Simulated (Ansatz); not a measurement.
# Tc of Cu (Fm-3m) from its phonons, part 2 of 2

Aim: the phonon-mediated transition temperature of Cu (Fm-3m) at ambient pressure, over a range of μ*. The cell shown first is a relaxed one, from steps not shown here.

Ansatz 0.2.0; DFT PBE, scalar-relativistic, plane waves, PAW.

So far, log mean phonon energy ħω_log (meV): step 2 (resistivity: q 6×6×6, k 18×18×18, scattering 24×24×24) 17.9.

**3. Coupling and resistivity: q 6×6×6, k 24×24×24, scattering 36×36×36**

The next rung changes the k mesh of the density and its response; the scattering mesh, which samples the Fermi surface.

Input file input.yaml:

```yaml
crystal:
  lattice:
    - [0.0, 1.8150328204, 1.8150328204]
    - [1.8150328204, 0.0, 1.8150328204]
    - [1.8150328204, 1.8150328204, 0.0]
  atoms:
    - { symbol: Cu, position: [0.0, 0.0, 0.0] }
kpoints:
  mp_grid: { grid: [24, 24, 24] }
hamiltonian:
  xc: pbe
scf:
  occupations: { method: methfessel_paxton, width: 0.2 }
output:
  eigenvalues: true
phonons:
  method: dfpt
  qmesh: [6, 6, 6]
  temperatures: { t_max: 1000, t_step: 50 }
  qpath:
    path:
      - [[0.0, 0.0, 0.0], [0.5, 0.0, 0.5], [0.625, 0.25, 0.625]]
      - [[0.375, 0.375, 0.75], [0.0, 0.0, 0.0], [0.5, 0.5, 0.5], [0.5, 0.25, 0.75], [0.5, 0.0, 0.5]]
    npoints: 10
  electrical_resistivity:
    mesh: [36, 36, 36]
    temperatures: [20.0, 50.0, 80.0, 100.0, 150.0, 200.0, 273.0, 300.0, 400.0, 500.0, 600.0, 800.0]
  superconductivity: { mesh: [36, 36, 36] }
```

Run with:

```sh
$ ansatz run input.yaml --threads 4 --pin off --max-ram 12288MiB --backend cpu --events-out ev --progress --plain --runs-dir out
```

Numbers of over 12 decimals in the logs are rounded to 6 here.

Output:

```text
[...]
Crystal: 1 atoms, lattice volume = 11.959 Å³
Basis set: ecut = 420 eV, 259 PW (Γ), exchange–correlation on 36×36×36 points (8 copies of the dense FFT grid, shifted against one another)
Bands: 14, of which v1, the nominal top of the filled ones, is band 10 counted from 1 (9 counted from 0)
Symmetry: 48 space group operations
k-points: 413 of 13824
[...]
SCF iter   1: F=—  HF=-6625.175066 eV  |F-HF|=—  |Δ(HF+E_count)|=         —  Δρ=9.31e-4  dr2=4.40e-5  ethr=1.77e-3  ⟨swp⟩=4.9  Hψ=27938  notcnv=0
[...]
SCF iter   7: F=-6625.175204 eV  HF=-6625.175204 eV  |F-HF|=1.82e-12  |Δ(HF+E_count)|=  1.82e-12  S|Δr|=    0.00e0  Δρ=1.99e-8  dr2=3.77e-14  ethr=1.00e-12  ⟨swp⟩=4.6  Hψ=20012  notcnv=0
SCF 1 converged in 7 iterations: F = -6625.175204 eV  dr2 = 3.77e-14
[...]
NSCF: frozen V_eff on 413 k-points
[...]
SCF iter   1: F=—  HF=-6625.175066 eV  |F-HF|=—  |Δ(HF+E_count)|=         —  Δρ=9.31e-4  dr2=4.40e-5  ethr=1.77e-3  ⟨swp⟩=4.9  Hψ=27938  notcnv=0
[...]
SCF iter   7: F=-6625.175204 eV  HF=-6625.175204 eV  |F-HF|=1.82e-12  |Δ(HF+E_count)|=  3.64e-12  S|Δr|=    0.00e0  Δρ=2.04e-8  dr2=3.91e-14  ethr=1.00e-12  ⟨swp⟩=2.1  Hψ=11472  notcnv=0
SCF 2 converged in 7 iterations: F = -6625.175204 eV  dr2 = 3.91e-14
[...]
SCF converged after 7 iterations
[...]
Free energy (F): -6625.175204 eV
[...]
Internal energy: -6625.175916 eV  (E = F + TS)
E sigma→0 (E₀):  -6625.175382 eV
Entropy (-TS):   0.000712 eV (0.712 meV/atom)
Fermi energy:    16.515169 eV
[...]
--- Band table (eV; the first three rows and the last of 413) ---
  k-point 0: bands = [... 6 lower, 13.5390, 13.5390, 14.3563, 14.3563, 39.0064, 41.4112, 41.4112, 41.4112]
  k-point 1: bands = [... 6 lower, 13.5511, 13.5511, 14.3514, 14.3514, 38.6715, 40.4502, 41.1913, 41.1913]
  k-point 2: bands = [... 6 lower, 13.5849, 13.5849, 14.3392, 14.3392, 37.1959, 39.7752, 40.7244, 40.7244]
  k-point 412: bands = [... 6 lower, 13.0307, 14.3140, 15.0643, 22.6333, 22.6333, 24.7422, 25.1354, 44.4750]
[...]
ASR residual: 1.186e-5 → 0.000e0 eV/Å²; symmetrization residual: 1.516e-12 eV/Å²
  ASR residual per site (eV/Å²): 1.19e-5
  Γ frequencies (cm⁻¹): 0.00 0.00 0.00
--- Phonons (arbitrary-q DFPT): 16 irreducible q on the 6×6×6 mesh ---
[...]
interpolated dispersion: 62 rows × 3 modes
[...]
--- Electrical resistivity: potentials and phonons of a 6×6×6 supercell ---
[...]
at the Fermi level of each mesh (of a tensor a third of its trace):
[...]
36×36×36                     0.1533              8.8929    0.1277    0.1292          17.888
       18×18×18                     0.1551              8.8383    0.1257    0.1311          17.938
          9×9×9                     0.1503              8.8759    0.1349    0.1538          17.608
  resistivity on the deck's mesh, µΩ·cm:
[...]
20.00     8.4520e-4              no     8.4520e-4     8.4520e-4     8.4520e-4       2.1078e-3         1.7994e-3
     50.00     6.1348e-2             yes     6.1348e-2     6.1348e-2     6.1348e-2       9.6764e-2         6.4236e-2
     80.00     2.5035e-1             yes     2.5035e-1     2.5035e-1     2.5035e-1       3.0081e-1         2.4128e-1
    100.00     4.0297e-1             yes     4.0297e-1     4.0297e-1     4.0297e-1       4.5211e-1         3.8761e-1
    150.00     7.8178e-1             yes     7.8178e-1     7.8178e-1     7.8178e-1       8.2781e-1         7.6056e-1
    200.00      1.1399e0             yes      1.1399e0      1.1399e0      1.1399e0        1.1895e0          1.1163e0
    273.00      1.6390e0             yes      1.6390e0      1.6390e0      1.6390e0        1.7002e0          1.6118e0
    300.00      1.8194e0             yes      1.8194e0      1.8194e0      1.8194e0        1.8859e0          1.7908e0
    400.00      2.4773e0             yes      2.4773e0      2.4773e0      2.4773e0        2.5655e0          2.4431e0
    500.00      3.1259e0             yes      3.1259e0      3.1259e0      3.1259e0        3.2383e0          3.0859e0
    600.00      3.7695e0             yes      3.7695e0      3.7695e0      3.7695e0        3.9085e0          3.7240e0
    800.00      5.0486e0             yes      5.0486e0      5.0486e0      5.0486e0        5.2479e0          4.9933e0
[...]
not converged in the mesh (λ; λ_tr; the resistivity at 20 K by 2.74 %): between neighbouring meshes, the two finest first, λ moves by 1.58 % and 7.38 %, λ_tr by 1.48 % and 17.26 % and the resistivity by up to 2.74 % and 20.54 %; an estimate, no bound, puts it up to 7.3e-7 % above the Boltzmann equation's exact value after up to 7 iterations (at most 30 are made, fewer where the estimate is under 1.0e-6 % of each spin channel's own resistivity)
  vibrations of 216 cells: unjudged by the run; compare a larger repeat
[...]
--- Superconductivity: potentials and phonons of a 6×6×6 supercell ---
           mesh         λ    ħω_log (meV)  μ* declared at (meV)
       36×36×36    0.1277          17.888               19.873
       18×18×18    0.1257          17.938               19.876
          9×9×9    0.1349          17.608               19.509
  λ by the species' shares of the modes' patterns: Cu 0.1277
[...]
0.08      0.000         0.000    none_found    none_found    none_found    none_found     none_found
      0.10      0.000         0.000    none_found    none_found    none_found    none_found     none_found
      0.12          -             -    none_found    none_found    none_found    none_found     none_found
      0.13          -             -    none_found    none_found    none_found    none_found     none_found
      0.14          -             -    none_found    none_found    none_found    none_found     none_found
      0.16          -             -    none_found    none_found    none_found    none_found     none_found
      0.20          -             -    none_found    none_found    none_found    none_found     none_found
  none_found: no transition down to 0.1 K
[...]
vibrations of 216 cells: unjudged by the run; compare a larger repeat
[...]
```

Run time: 26 min. Hardware: 4 threads of Arm Neoverse V1, shared host; peak memory 6.7 GiB; 1.6 h of CPU time.

This step gave:

```
zero point energy                                 : 0.03009 eV/cell
highest frequency, solved or plainly interpolated : 242.2 cm⁻¹
Debye temperature (second moment)                 : 313 K
resistivity at 300 K                              : 1.819 μΩ cm
coupling constant λ                               : 0.1277
density of states at the Fermi level              : 0.1533 states/eV a spin and cell
log mean phonon energy ħω_log                     : 17.89 meV
transport coupling constant λ_tr                  : 0.1292, 0.1292, 0.1292 (xx, yy, zz)
Drude plasma energy                               : 8.893, 8.893, 8.893 eV (xx, yy, zz)
resistivity times mean free path                  : 6.76, 6.76, 6.76 × 10⁻¹⁶ Ω m² (xx, yy, zz)
second-moment phonon energy ħω₂                   : 19.87 meV
coupling λ by branch                              : 0.0455, 0.0481, 0.0341 (branches by rank of frequency)
```

An empty cell: under 1 mK by a formula, or no transition down to the floor of the Eliashberg search. Transition temperatures:

```tsv
μ*	McMillan Tc (K)	Allen–Dynes Tc (K)
0.08	-	-
0.1	-	-
0.12	-	-
0.13	-	-
0.14	-	-
0.16	-	-
0.2	-	-
```

Eliashberg function α²F against phonon energy; read off at these points:

```tsv
phonon energy (meV)	α²F	α²F tr
1.0	0	0
2.0	3.0e-4	0
3.0	7.3e-4	1.0e-4
4.0	0.00120	2.0e-4
5.0	0.00185	4.8e-4
6.0	0.00280	9.0e-4
7.0	0.00391	0.00168
8.0	0.00551	0.00301
9.0	0.00757	0.00525
10.0	0.0107	0.00935
11.0	0.0149	0.0155
12.0	0.0206	0.0238
13.0	0.0287	0.0358
14.0	0.0463	0.0615
15.0	0.0617	0.0897
16.0	0.0622	0.0854
17.0	0.0660	0.0848
18.0	0.0765	0.0933
19.0	0.0955	0.111
20.0	0.110	0.118
21.0	0.0594	0.0558
22.0	0.0639	0.0494
23.0	0.0644	0.0444
24.0	0.0561	0.0355
25.0	0.0213	0.0148
26.0	0.0689	0.0458
26.7	0.115	0.0793
27.0	0.115	0.0821
27.6	0.114	0.0898
28.0	0.0882	0.0738
29.0	0.0413	0.0380
```

The coupling constant from the curve is λ = 0.13; modes below 19.2 meV give half. Distinct peaks of the Eliashberg function α²F (α²F) stand at 20.1 and 26.7 meV; the one at 26.7 meV is strongest.

**4. Summary of results**

| Property | Result |
| --- | --- |
| meshes | q 6×6×6, k 24×24×24, scattering 36×36×36 |
| coupling constant λ | 0.128 |
| log mean phonon energy ħω_log | 17.9 meV |

What this shows: In the last run (PBE, q 6×6×6, k 24×24×24, scattering 36×36×36), with λ = 0.13 and ħω_log = 17.9 meV, Tc at μ* = 0.13 is under 1 mK by the formulas. Wikipedia's list of superconducting elements holds no transition of Cu at normal pressure, in line with the calculation. In that run Allen and Dynes's formula gives no transition above 0.05 K at μ* = 0.10 or more. By the run's own test λ is not converged in the fine mesh: it moves by 2 % between the two finest. The run's transport test calls it not converged in the mesh. Over the runs, λ takes the values 0.127 and 0.128, in the order shown. μ* is a typed number, phonons are harmonic, and spin fluctuations are left out; with λ this near or under μ*(1 + 0.62 λ), the formulas give Tc only to its order of magnitude, or none.

[Logs are printed without paths, hosts, clocks, repeated set-up lines and the standing remarks that a program may print on its own settings, such as how far it seeks lower states.]

[Hosts, paths, dates, database ids (printed as entryN), source tags and the programs' standing remarks are cut or masked in the printed files.]
